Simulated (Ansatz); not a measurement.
# Is the response still linear at 0.35 V/Å? 1T-VBrI bilayer, AB

The dipole of a slab grows in proportion to a weak field along its normal. Does the weak-field slope carry to a strong field?

How it was computed: Ansatz 0.2.0, plane waves with PAW datasets (its set soft_2), PBE-D3(BJ); atoms held at their relaxed places, 18 Å of vacuum, dipole correction, cell area 13.29 Å², spin-polarised, 12×12 k-points, smearing 0.02585 eV. Without field the slab has a gap of 0.88 eV.

| run | field (V/Å) | dipole (e·Å) |
| --- | --- | --- |
| run 1 | −0.10 | −0.12408 |
| run 2 | 0.00 | −0.05205 |
| run 3 | 0.10 | 0.02030 |
| run 4 | 0.35 | ? |

Q: Estimate the withheld value from the rows shown.

A least-squares line through the 3 rows shown has slope 0.721900 and intercept −0.051943; no row lies more than 0.00011 e·Å off it. A perfect conductor with that slope would be 180.95 × 0.72190 / 13.29 = 9.83 Å thick. At 0.35 it gives 0.721900 × 0.35 + (−0.051943) = 0.20072 e·Å, beyond the rows fitted. Rounding and scatter of the rows alone allow about ±0.00037 e·Å there.

The run itself gives 0.20412 e·Å: a miss of +0.00340 e·Å. That is 1.3 % of the induced dipole, a small departure from the straight line; meanwhile the gap has gone from 0.88 eV to 0.44 eV.

Caveats: Ions are held, so this is the electronic response. Of the series that stay linear within 1 %, this collection keeps about one in seven, and it keeps all that bend. Spin-orbit coupling is left out, which changes the bands of elements this heavy.
